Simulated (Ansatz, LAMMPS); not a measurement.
# Squeezing and shearing amorphous 62TiO2-38Al2O3 (mol %) (90 atoms), part 3 of 3

Aim: relax amorphous 62TiO2-38Al2O3 (mol %) (90 atoms), then change its volume and shape to read moduli from the stress.

Ansatz 0.2.0; Kohn-Sham DFT, PBE, PAW (set soft_2), plane waves.

The cell: 15 Ti, 18 Al and 57 O. The quench rate of 50 K/ps is orders of magnitude faster than experiment. The network of bonds at the start is that of the classical potential that made the cell. Sampling is at Γ alone.

So far. Step 7 (Volume -6 %): The relaxation converged after 29 steps, 1.75 eV below its start, with a largest force component of 0.026 eV/Å. Step 7 (Volume -6 %): Volume -6 %: the energy stands 0.622 eV above that of the reference, at a pressure of 3.88 GPa.

### 8. Volume +6 %

The relaxed cell is scaled to another volume.

The input, input.yaml:

```yaml
crystal:
  lattice:
    - [10.34477, -0.18409, 0.07236]
    - [-0.18409, 10.73995, 0.03413]
    - [0.07236, 0.03413, 10.43165]
  atoms:
    [... the 90 atom lines of step 4 ...]
kpoints:
  mp_grid: { grid: [1, 1, 1] }
hamiltonian:
  xc: pbe
scf:
  occupations: { method: gaussian, width: 0.05 }
output:
  forces: true
  eigenvalues: true
  stress: true
relax:
  f_tol: 0.05
  max_steps: 70
```

On the command line:

```sh
$ ansatz run input.yaml --threads 4 --pin off --max-ram 8192MiB --backend cpu --events-out ev --progress --plain --runs-dir out
```

Numbers of over 12 decimals in the logs are rounded to 6 here.

What it wrote:

```text
[...]
Crystal: 90 atoms, lattice volume = 1158.558 Å³
Basis set: ecut = 420 eV, 22633 PW (Γ), exchange–correlation on 144×144×144 points (8 copies of the dense FFT grid, shifted against one another)
Bands: 378, of which v1, the nominal top of the filled ones, is band 288 counted from 1 (287 counted from 0)
Symmetry: 1 space group operations
[...]
k-points: 1
[...]
SCF iter   1: F=—  HF=-79631.209969 eV  |F-HF|=—  |Δ(HF+E_count)|=         —  Δρ=4.06e-3  dr2=2.03e-1  ethr=1.77e-3  ⟨swp⟩=6.0  Hψ=1471  notcnv=0  defer=37
[...]
SCF iter   6: F=—  HF=-79631.195078 eV  |F-HF|=—  |Δ(HF+E_count)|=   1.17e-5  Δρ=1.41e-4  dr2=2.66e-4  ethr=1.45e-7  ⟨swp⟩=2.0  Hψ=451  notcnv=0  defer=84
SCF iter   7: F=-79631.195071 eV  HF=-79631.195094 eV  |F-HF|=2.30e-5  |Δ(HF+E_count)|=   1.56e-5  Δρ=6.82e-5  dr2=5.67e-5  ethr=1.09e-8  ⟨swp⟩=10.0  Hψ=1863  notcnv=0
SCF 1 converged in 7 iterations: F = -79631.195071 eV  dr2 = 5.67e-5
[...]
relax step   1: F+E_penalty+E_count = -79631.19507115 eV  Δ(F+E_penalty+E_count) = +0.000e0 eV  max|allowed force component| = 9.026e-1 eV/Å  Δτ_max = 0.0000 Å  (7 SCF iters, dr2 threshold 6.25e-5 eV, accepted)
[...]
relax step   2: F+E_penalty+E_count = -79631.73346193 eV  Δ(F+E_penalty+E_count) = -5.384e-1 eV  max|allowed force component| = 6.762e-1 eV/Å  Δτ_max = 0.0788 Å  (7 SCF iters, dr2 threshold 5.09e-5 eV, accepted)
[...]
relax step   3: F+E_penalty+E_count = -79632.02095108 eV  Δ(F+E_penalty+E_count) = -2.875e-1 eV  max|allowed force component| = 4.456e-1 eV/Å  Δτ_max = 0.0885 Å  (8 SCF iters, dr2 threshold 2.86e-5 eV, accepted)
relax step   4: F+E_penalty+E_count = -79632.22672661 eV  Δ(F+E_penalty+E_count) = -2.058e-1 eV  max|allowed force component| = 2.950e-1 eV/Å  Δτ_max = 0.2000 Å  (7 SCF iters, dr2 threshold 8.62e-5 eV, accepted)
relax step   5: F+E_penalty+E_count = -79632.28274808 eV  Δ(F+E_penalty+E_count) = -5.602e-2 eV  max|allowed force component| = 4.212e-1 eV/Å  Δτ_max = 0.1502 Å  (7 SCF iters, dr2 threshold 3.78e-5 eV, accepted)
relax step   6: F+E_penalty+E_count = -79632.32649321 eV  Δ(F+E_penalty+E_count) = -4.375e-2 eV  max|allowed force component| = 6.007e-1 eV/Å  Δτ_max = 0.2000 Å  (7 SCF iters, dr2 threshold 7.78e-5 eV, accepted)
relax step   7: F+E_penalty+E_count = -79632.38689376 eV  Δ(F+E_penalty+E_count) = -6.040e-2 eV  max|allowed force component| = 5.117e-1 eV/Å  Δτ_max = 0.2000 Å  (8 SCF iters, dr2 threshold 1.00e-4 eV, accepted)
relax step   8: F+E_penalty+E_count = -79632.47201820 eV  Δ(F+E_penalty+E_count) = -8.512e-2 eV  max|allowed force component| = 1.944e-1 eV/Å  Δτ_max = 0.2000 Å  (7 SCF iters, dr2 threshold 1.00e-4 eV, accepted)
relax step   9: F+E_penalty+E_count = -79632.48270392 eV  Δ(F+E_penalty+E_count) = -1.069e-2 eV  max|allowed force component| = 1.256e-1 eV/Å  Δτ_max = 0.0577 Å  (8 SCF iters, dr2 threshold 5.45e-6 eV, accepted)
relax step  10: F+E_penalty+E_count = -79632.48885857 eV  Δ(F+E_penalty+E_count) = -6.155e-3 eV  max|allowed force component| = 6.759e-2 eV/Å  Δτ_max = 0.1050 Å  (11 SCF iters, accepted)
[...]
relax step  11: F+E_penalty+E_count = -79632.49261228 eV  Δ(F+E_penalty+E_count) = -3.754e-3 eV  max|allowed force component| = 1.926e-2 eV/Å  Δτ_max = 0.0529 Å  (10 SCF iters, accepted)
SCF converged after 10 iterations
Free energy (F): -79632.492612 eV
[...]
Internal energy: -79632.492612 eV  (E = F + TS)
E sigma→0 (E₀):  -79632.492612 eV
Fermi energy:    6.025090 eV
[...]
Σ components = -79632.492612   (vs F -79632.492612, Δ=0.00e0)
--- Forces (eV/Å), atoms counted from 1 ---
  atom   1  Ti     0.00226128     0.01925678    -0.00737610
  atom   2  Ti     0.00017689     0.00323127     0.00289018
  atom   3  Ti    -0.01115975     0.00926090    -0.01539107
  atom   4  Ti     0.00018875    -0.00197543    -0.00775685
[...]
atom  90  O      0.01002509    -0.00317565     0.00698351
  max |Σ_I F_I| component: 9.64e-5 eV/Å
--- Stress (GPa, compression-positive) ---
       -3.251486      -0.658397      -0.302091
       -0.658396      -3.487423       0.236829
       -0.302087       0.236837      -3.476421
  P = ⅓ Tr σ = -3.4051 GPa (-34.051 kbar)
--- Band table (eV) ---
[...]
--- Relaxed structure (11 steps of the walk, 11 accepted, 0 SCFs on fresh bases) ---
  F+E_penalty+E_count = -79632.49261228 eV   max|allowed force component| = 1.926e-2 eV/Å
  atoms:
    - { symbol: Ti, position: [0.796989, 0.245143, 0.365178] }
    - { symbol: Ti, position: [0.549910, 0.417619, 0.633433] }
    - { symbol: Ti, position: [0.562457, 0.114981, 0.032649] }
    - { symbol: Ti, position: [0.808361, 0.331539, 0.848931] }
[...]
- { symbol: O, position: [0.425302, 0.742590, 0.071508] }
```

The job ended after 2.6 min (4 threads of Arm Neoverse V2, shared host; peak memory 1.3 GiB; 9.8 min of CPU time).

The relaxation converged after 11 steps, 1.30 eV below its start, with a largest force component of 0.019 eV/Å.

Volume +6 %: the energy stands 0.632 eV above that of the reference, at a pressure of -3.41 GPa.

### 9. Volume -10 %

The relaxed cell is scaled to another volume.

Input and log are left out; they have the form of those shown for this kind of step.

The job ended after 4.1 min (4 threads of Arm Neoverse V2, shared host; peak memory 1.2 GiB).

The relaxation converged after 19 steps, 4.88 eV below its start, with a largest force component of 0.026 eV/Å.

Volume -10 %: the energy stands 2.23 eV above that of the reference, at a pressure of 7.80 GPa.

### 10. Stretched by 1 % along x

The relaxed cell is strained along x alone, which gives the stiffness along x and its coupling to y and z.

input.yaml, the sections that differ from step 8:

```yaml
crystal:
  lattice:
    - [10.24724, -0.18055, 0.07097]
    - [-0.18236, 10.53336, 0.03347]
    - [0.07168, 0.03347, 10.23099]
  atoms:
    [... the 90 atom lines of step 4 ...]
# kpoints, hamiltonian, scf, output, relax: as in step 8
```

What it wrote:

```text
[...]
Crystal: 90 atoms, lattice volume = 1103.908 Å³
Basis set: ecut = 420 eV, 21567 PW (Γ), exchange–correlation on 144×144×144 points (8 copies of the dense FFT grid, shifted against one another)
Bands: 378, of which v1, the nominal top of the filled ones, is band 288 counted from 1 (287 counted from 0)
Symmetry: 1 space group operations
[...]
k-points: 1
[...]
SCF iter   1: F=—  HF=-79633.033412 eV  |F-HF|=—  |Δ(HF+E_count)|=         —  Δρ=4.10e-3  dr2=1.84e-1  ethr=1.77e-3  ⟨swp⟩=6.0  Hψ=1478  notcnv=0  defer=39
[...]
SCF iter   6: F=—  HF=-79633.020352 eV  |F-HF|=—  |Δ(HF+E_count)|=   1.22e-5  Δρ=1.26e-4  dr2=1.99e-4  ethr=1.11e-7  ⟨swp⟩=2.0  Hψ=499  notcnv=0  defer=84
SCF iter   7: F=-79633.020354 eV  HF=-79633.020365 eV  |F-HF|=1.12e-5  |Δ(HF+E_count)|=   1.33e-5  Δρ=5.54e-5  dr2=3.45e-5  ethr=1.09e-8  ⟨swp⟩=9.0  Hψ=1731  notcnv=0
SCF 1 converged in 7 iterations: F = -79633.020354 eV  dr2 = 3.45e-5
[...]
relax step   1: F+E_penalty+E_count = -79633.02035425 eV  Δ(F+E_penalty+E_count) = +0.000e0 eV  max|allowed force component| = 3.855e-1 eV/Å  Δτ_max = 0.0000 Å  (7 SCF iters, dr2 threshold 6.25e-5 eV, accepted)
[...]
relax step   2: F+E_penalty+E_count = -79633.05425081 eV  Δ(F+E_penalty+E_count) = -3.390e-2 eV  max|allowed force component| = 1.454e-1 eV/Å  Δτ_max = 0.0194 Å  (6 SCF iters, dr2 threshold 9.29e-6 eV, accepted)
[...]
relax step   3: F+E_penalty+E_count = -79633.07137659 eV  Δ(F+E_penalty+E_count) = -1.713e-2 eV  max|allowed force component| = 8.848e-2 eV/Å  Δτ_max = 0.0212 Å  (10 SCF iters, accepted)
relax step   4: F+E_penalty+E_count = -79633.03686122 eV  Δ(F+E_penalty+E_count) = +3.452e-2 eV  max|allowed force component| = 3.189e-1 eV/Å  Δτ_max = 0.0900 Å  (11 SCF iters, rejected (line search))
[...]
relax step   5: F+E_penalty+E_count = -79633.07835566 eV  Δ(F+E_penalty+E_count) = -6.979e-3 eV  max|allowed force component| = 4.544e-2 eV/Å  Δτ_max = 0.0324 Å  (11 SCF iters, accepted)
SCF converged after 11 iterations
Free energy (F): -79633.078356 eV
[...]
Internal energy: -79633.078356 eV  (E = F + TS)
E sigma→0 (E₀):  -79633.078356 eV
Fermi energy:    6.569553 eV
[...]
Σ components = -79633.078356   (vs F -79633.078356, Δ=0.00e0)
--- Forces (eV/Å), atoms counted from 1 ---
  atom   1  Ti    -0.00366487    -0.00484133    -0.01404197
  atom   2  Ti    -0.01257408    -0.01632210    -0.01065361
  atom   3  Ti     0.03011001    -0.04100096     0.00182730
  atom   4  Ti     0.01150900     0.00179462     0.01392378
[...]
atom  90  O     -0.00491894    -0.00008832     0.02189474
  max |Σ_I F_I| component: 9.70e-5 eV/Å
--- Stress (GPa, compression-positive) ---
       -1.380076      -0.149075      -0.032973
       -0.149079      -0.514771       0.062691
       -0.032964       0.062695      -0.506118
  P = ⅓ Tr σ = -0.8003 GPa (-8.003 kbar)
--- Band table (eV) ---
[...]
--- Relaxed structure (5 steps of the walk, 4 accepted, 0 SCFs on fresh bases) ---
  F+E_penalty+E_count = -79633.07835566 eV   max|allowed force component| = 4.544e-2 eV/Å
  atoms:
    - { symbol: Ti, position: [0.793666, 0.243357, 0.369195] }
    - { symbol: Ti, position: [0.550095, 0.418389, 0.633008] }
    - { symbol: Ti, position: [0.552096, 0.140113, 0.046843] }
    - { symbol: Ti, position: [0.804739, 0.327328, 0.852782] }
[...]
- { symbol: O, position: [0.424483, 0.753735, 0.062227] }
```

It took 72 s on 4 threads; peak memory 1.3 GiB.

The relaxation converged after 5 steps, 0.0580 eV below its start, with a largest force component of 0.045 eV/Å.

Stretched by 1 % along x: the energy stands 0.0458 eV above that of the reference, at a pressure of -0.800 GPa.

### 11. Compressed by 1 % along x

The relaxed cell is strained along x alone, which gives the stiffness along x and its coupling to y and z.

input.yaml, the sections that differ from step 10:

```yaml
crystal:
  lattice:
    - [10.04432, -0.18055, 0.07097]
    - [-0.17874, 10.53336, 0.03347]
    - [0.07026, 0.03347, 10.23099]
  atoms:
    [... the 90 atom lines of step 4 ...]
# kpoints, hamiltonian, scf, output, relax: as in step 10
```

What it wrote:

```text
[...]
Crystal: 90 atoms, lattice volume = 1082.048 Å³
Basis set: ecut = 420 eV, 21137 PW (Γ), exchange–correlation on 144×144×144 points (8 copies of the dense FFT grid, shifted against one another)
Bands: 378, of which v1, the nominal top of the filled ones, is band 288 counted from 1 (287 counted from 0)
Symmetry: 1 space group operations
[...]
k-points: 1
[...]
SCF iter   1: F=—  HF=-79633.028117 eV  |F-HF|=—  |Δ(HF+E_count)|=         —  Δρ=4.13e-3  dr2=1.74e-1  ethr=1.77e-3  ⟨swp⟩=6.0  Hψ=1562  notcnv=0  defer=1
[...]
SCF iter   6: F=—  HF=-79633.016773 eV  |F-HF|=—  |Δ(HF+E_count)|=   2.63e-5  Δρ=1.20e-4  dr2=1.77e-4  ethr=9.46e-8  ⟨swp⟩=2.0  Hψ=499  notcnv=0  defer=84
SCF iter   7: F=-79633.016776 eV  HF=-79633.016784 eV  |F-HF|=7.97e-6  |Δ(HF+E_count)|=   1.05e-5  Δρ=5.02e-5  dr2=2.81e-5  ethr=1.09e-8  ⟨swp⟩=9.0  Hψ=1712  notcnv=0
SCF 1 converged in 7 iterations: F = -79633.016776 eV  dr2 = 2.81e-5
[...]
relax step   1: F+E_penalty+E_count = -79633.01677577 eV  Δ(F+E_penalty+E_count) = +0.000e0 eV  max|allowed force component| = 3.948e-1 eV/Å  Δτ_max = 0.0000 Å  (7 SCF iters, dr2 threshold 6.25e-5 eV, accepted)
[...]
relax step   2: F+E_penalty+E_count = -79633.05082808 eV  Δ(F+E_penalty+E_count) = -3.405e-2 eV  max|allowed force component| = 1.464e-1 eV/Å  Δτ_max = 0.0181 Å  (6 SCF iters, dr2 threshold 9.74e-6 eV, accepted)
[...]
relax step   3: F+E_penalty+E_count = -79633.06818185 eV  Δ(F+E_penalty+E_count) = -1.735e-2 eV  max|allowed force component| = 8.085e-2 eV/Å  Δτ_max = 0.0218 Å  (9 SCF iters, accepted)
relax step   4: F+E_penalty+E_count = -79632.97074945 eV  Δ(F+E_penalty+E_count) = +9.743e-2 eV  max|allowed force component| = 4.686e-1 eV/Å  Δτ_max = 0.1279 Å  (12 SCF iters, rejected (line search))
[...]
relax step   5: F+E_penalty+E_count = -79633.07434270 eV  Δ(F+E_penalty+E_count) = -6.161e-3 eV  max|allowed force component| = 4.333e-2 eV/Å  Δτ_max = 0.0296 Å  (11 SCF iters, accepted)
SCF converged after 11 iterations
Free energy (F): -79633.074343 eV
[...]
Internal energy: -79633.074343 eV  (E = F + TS)
E sigma→0 (E₀):  -79633.074343 eV
Fermi energy:    6.815551 eV
[...]
Σ components = -79633.074343   (vs F -79633.074343, Δ=0.00e0)
--- Forces (eV/Å), atoms counted from 1 ---
  atom   1  Ti     0.00923755     0.01767964     0.02001841
  atom   2  Ti     0.00590466     0.01518449     0.00164818
  atom   3  Ti    -0.01787818     0.04333292    -0.02402750
  atom   4  Ti     0.00233926     0.00277436    -0.00979756
[...]
atom  90  O      0.01583699    -0.01010276    -0.00638936
  max |Σ_I F_I| component: 1.47e-4 eV/Å
--- Stress (GPa, compression-positive) ---
        1.506896       0.102164       0.017978
        0.102157       0.611168      -0.073367
        0.017987      -0.073363       0.572275
  P = ⅓ Tr σ = 0.8968 GPa (8.968 kbar)
--- Band table (eV) ---
[...]
--- Relaxed structure (5 steps of the walk, 4 accepted, 0 SCFs on fresh bases) ---
  F+E_penalty+E_count = -79633.07434270 eV   max|allowed force component| = 4.333e-2 eV/Å
  atoms:
    - { symbol: Ti, position: [0.792251, 0.241066, 0.364777] }
    - { symbol: Ti, position: [0.548708, 0.419940, 0.631638] }
    - { symbol: Ti, position: [0.549691, 0.146584, 0.053312] }
    - { symbol: Ti, position: [0.802048, 0.326449, 0.854966] }
[...]
- { symbol: O, position: [0.424981, 0.757987, 0.063785] }
```

Elapsed: 74 s, on 4 threads; peak memory 1.3 GiB.

The relaxation converged after 5 steps, 0.0576 eV below its start, with a largest force component of 0.043 eV/Å.

Compressed by 1 % along x: the energy stands 0.0499 eV above that of the reference, at a pressure of 0.897 GPa.

### 12. Sheared by 2 % in xy

A shear of the relaxed cell gives the modulus that volume changes can't reach.

input.yaml, the sections that differ from step 11:

```yaml
crystal:
  lattice:
    - [10.14397, -0.07909, 0.07097]
    - [-0.07522, 10.53155, 0.03347]
    - [0.0713, 0.03418, 10.23099]
  atoms:
    [... the 90 atom lines of step 4 ...]
# kpoints, hamiltonian, scf, output, relax: as in step 11
```

What it wrote:

```text
[...]
Crystal: 90 atoms, lattice volume = 1092.868 Å³
Basis set: ecut = 420 eV, 21345 PW (Γ), exchange–correlation on 144×144×144 points (8 copies of the dense FFT grid, shifted against one another)
Bands: 378, of which v1, the nominal top of the filled ones, is band 288 counted from 1 (287 counted from 0)
Symmetry: 1 space group operations
[...]
k-points: 1
[...]
SCF iter   1: F=—  HF=-79632.982197 eV  |F-HF|=—  |Δ(HF+E_count)|=         —  Δρ=4.10e-3  dr2=1.79e-1  ethr=1.77e-3  ⟨swp⟩=6.0  Hψ=1472  notcnv=0  defer=39
[...]
SCF iter   6: F=—  HF=-79632.969985 eV  |F-HF|=—  |Δ(HF+E_count)|=   2.14e-5  Δρ=1.25e-4  dr2=1.92e-4  ethr=1.02e-7  ⟨swp⟩=2.0  Hψ=503  notcnv=0  defer=80
SCF iter   7: F=-79632.969986 eV  HF=-79632.969995 eV  |F-HF|=8.49e-6  |Δ(HF+E_count)|=   9.82e-6  Δρ=5.19e-5  dr2=2.99e-5  ethr=1.09e-8  ⟨swp⟩=9.0  Hψ=1782  notcnv=0
SCF 1 converged in 7 iterations: F = -79632.969986 eV  dr2 = 2.99e-5
[...]
relax step   1: F+E_penalty+E_count = -79632.96998615 eV  Δ(F+E_penalty+E_count) = +0.000e0 eV  max|allowed force component| = 5.284e-1 eV/Å  Δτ_max = 0.0000 Å  (7 SCF iters, dr2 threshold 6.25e-5 eV, accepted)
[...]
relax step   2: F+E_penalty+E_count = -79633.02976383 eV  Δ(F+E_penalty+E_count) = -5.978e-2 eV  max|allowed force component| = 2.538e-1 eV/Å  Δτ_max = 0.0192 Å  (6 SCF iters, dr2 threshold 1.75e-5 eV, accepted)
[...]
relax step   3: F+E_penalty+E_count = -79633.05544462 eV  Δ(F+E_penalty+E_count) = -2.568e-2 eV  max|allowed force component| = 7.737e-2 eV/Å  Δτ_max = 0.0184 Å  (7 SCF iters, dr2 threshold 4.02e-6 eV, accepted)
relax step   4: F+E_penalty+E_count = -79633.01573636 eV  Δ(F+E_penalty+E_count) = +3.971e-2 eV  max|allowed force component| = 2.841e-1 eV/Å  Δτ_max = 0.1242 Å  (12 SCF iters, rejected (line search))
relax step   5: F+E_penalty+E_count = -79633.06416767 eV  Δ(F+E_penalty+E_count) = -8.723e-3 eV  max|allowed force component| = 6.093e-2 eV/Å  Δτ_max = 0.0371 Å  (11 SCF iters, accepted)
relax step   6: F+E_penalty+E_count = -79633.06315562 eV  Δ(F+E_penalty+E_count) = +1.012e-3 eV  max|allowed force component| = 5.565e-2 eV/Å  Δτ_max = 0.0425 Å  (10 SCF iters, rejected (line search))
[...]
relax step   7: F+E_penalty+E_count = -79633.06726419 eV  Δ(F+E_penalty+E_count) = -3.097e-3 eV  max|allowed force component| = 3.378e-2 eV/Å  Δτ_max = 0.0206 Å  (9 SCF iters, accepted)
SCF converged after 9 iterations
Free energy (F): -79633.067264 eV
[...]
Internal energy: -79633.067264 eV  (E = F + TS)
E sigma→0 (E₀):  -79633.067264 eV
Fermi energy:    6.705472 eV
[...]
Σ components = -79633.067264   (vs F -79633.067264, Δ=0.00e0)
--- Forces (eV/Å), atoms counted from 1 ---
  atom   1  Ti    -0.00528625     0.00109810    -0.00076916
  atom   2  Ti    -0.00140429    -0.00988384     0.00651303
  atom   3  Ti     0.01957247     0.02337361    -0.01391301
  atom   4  Ti    -0.03378280     0.01248719     0.01607162
[...]
atom  90  O      0.00003510     0.00292609    -0.01101101
  max |Σ_I F_I| component: 9.26e-5 eV/Å
--- Stress (GPa, compression-positive) ---
       -0.219749      -0.851185       0.111531
       -0.851191      -0.209417      -0.036210
        0.111540      -0.036205      -0.028661
  P = ⅓ Tr σ = -0.1526 GPa (-1.526 kbar)
--- Band table (eV) ---
[...]
--- Relaxed structure (7 steps of the walk, 5 accepted, 0 SCFs on fresh bases) ---
  F+E_penalty+E_count = -79633.06726419 eV   max|allowed force component| = 3.378e-2 eV/Å
  atoms:
    - { symbol: Ti, position: [0.792416, 0.243387, 0.370583] }
    - { symbol: Ti, position: [0.549353, 0.418405, 0.630850] }
    - { symbol: Ti, position: [0.547671, 0.144402, 0.048542] }
    - { symbol: Ti, position: [0.803392, 0.326795, 0.854462] }
[...]
- { symbol: O, position: [0.427124, 0.757967, 0.062478] }
```

The job ended after 1.7 min (4 threads; peak memory 1.2 GiB; 6.4 min of CPU time).

The relaxation converged after 7 steps, 0.0973 eV below its start, with a largest force component of 0.034 eV/Å.

Sheared by 2 % in xy: the energy stands 0.0569 eV above that of the reference, at a pressure of -0.153 GPa.

### 13. Pressure against volume

Atoms are relaxed at each volume, in the scaled cell.

| volume change (%) | volume (Å³/atom) | energy change (meV/atom) | pressure (GPa) | largest move on relaxing (Å) | bonds | gap (eV) |
| --- | --- | --- | --- | --- | --- | --- |
| -10 | 10.930 | 24.73 | 7.80 | 1.02 | 166 | 2.86 |
| -6 | 11.416 | 6.91 | 3.88 | 1.18 | 159 | 2.83 |
| -3 | 11.780 | 2.87 | 2.51 | 0.22 | 158 | 2.89 |
| +0 | 12.144 | 0.00 | 0.01 | - | 156 | 2.83 |
| +3 | 12.509 | 1.16 | -1.71 | 0.57 | 152 | 2.78 |
| +6 | 12.873 | 7.02 | -3.41 | 0.66 | 151 | 2.71 |

### 14. Uniaxial strain and shear

Stress (GPa, compression positive) less that of the relaxed cell, atoms relaxed:

| strain | xx | yy | zz | xy | energy change (meV/atom) |
| --- | --- | --- | --- | --- | --- |
| stretched by 1 % along x | -1.385 | -0.540 | -0.512 | -0.145 | 0.51 |
| compressed by 1 % along x | 1.502 | 0.586 | 0.566 | 0.106 | 0.55 |
| sheared by 2 % in xy | -0.225 | -0.235 | -0.035 | -0.847 | 0.63 |

### 15. What came out

The bulk modulus, from the slope of pressure against ln V over the three points nearest the relaxed volume, is 70.3 GPa; between neighbouring points the slope runs 90, 44, 82, 58 and 59 GPa from the smallest volume up, without a steady fall, so no pressure derivative is given. The count of bonds runs from 151 to 166 over the series, so at some points contacts cross the cutoffs. At -10 %, -6 %, +3 % and +6 % some atom moved by over 0.5 Å on relaxing, so those points may sit in another local minimum. The curvature of the energy over the same three points gives 59.2 GPa instead, so stress and energy disagree and the modulus is uncertain by that much. The gap goes from 2.86 eV at the smallest volume to 2.71 eV at the largest, not monotonically (lowest 2.71, highest 2.89 eV), on the run's k-points. In the Cartesian axes of the cell, finite differences give C11 = 144, C12 = 56.3, C13 = 53.9 and C66 = 42.4 GPa (the shear of 2 % is the engineering strain, εxy = 0.01). The mean of C11, C12 and C13, which equals the bulk modulus in a cubic or isotropic solid, is 84.9 GPa: it lies 21 % over the bulk modulus from the volumes. For an isotropic solid C66 would equal (C11 − C12)/2 = 44.0 GPa; so small a sample needn't be isotropic, and C66 rests on one shear. With the bulk modulus and C66 as K and G, Young's modulus would be about 106 GPa and Poisson's ratio 0.25.

**Limits.** Strains are finite and relaxations stop at the force tolerance of the input, which can leave moduli too stiff; they are those of a static cell at zero temperature. Volumes are changed with the cell's shape held, so in an anisotropic solid the modulus lies over the one under free hydrostatic load. The program notes that the SCF threshold of the relaxations is loose for the stress.

The DFT runs together took 27 min of wall time.

[Logs are printed without paths, hosts, clocks, repeated set-up lines and the standing remarks that a program may print on its own settings, such as how far it seeks lower states.]

[Hosts, paths, dates, database ids (printed as entryN), source tags and the programs' standing remarks are cut or masked in the printed files.]
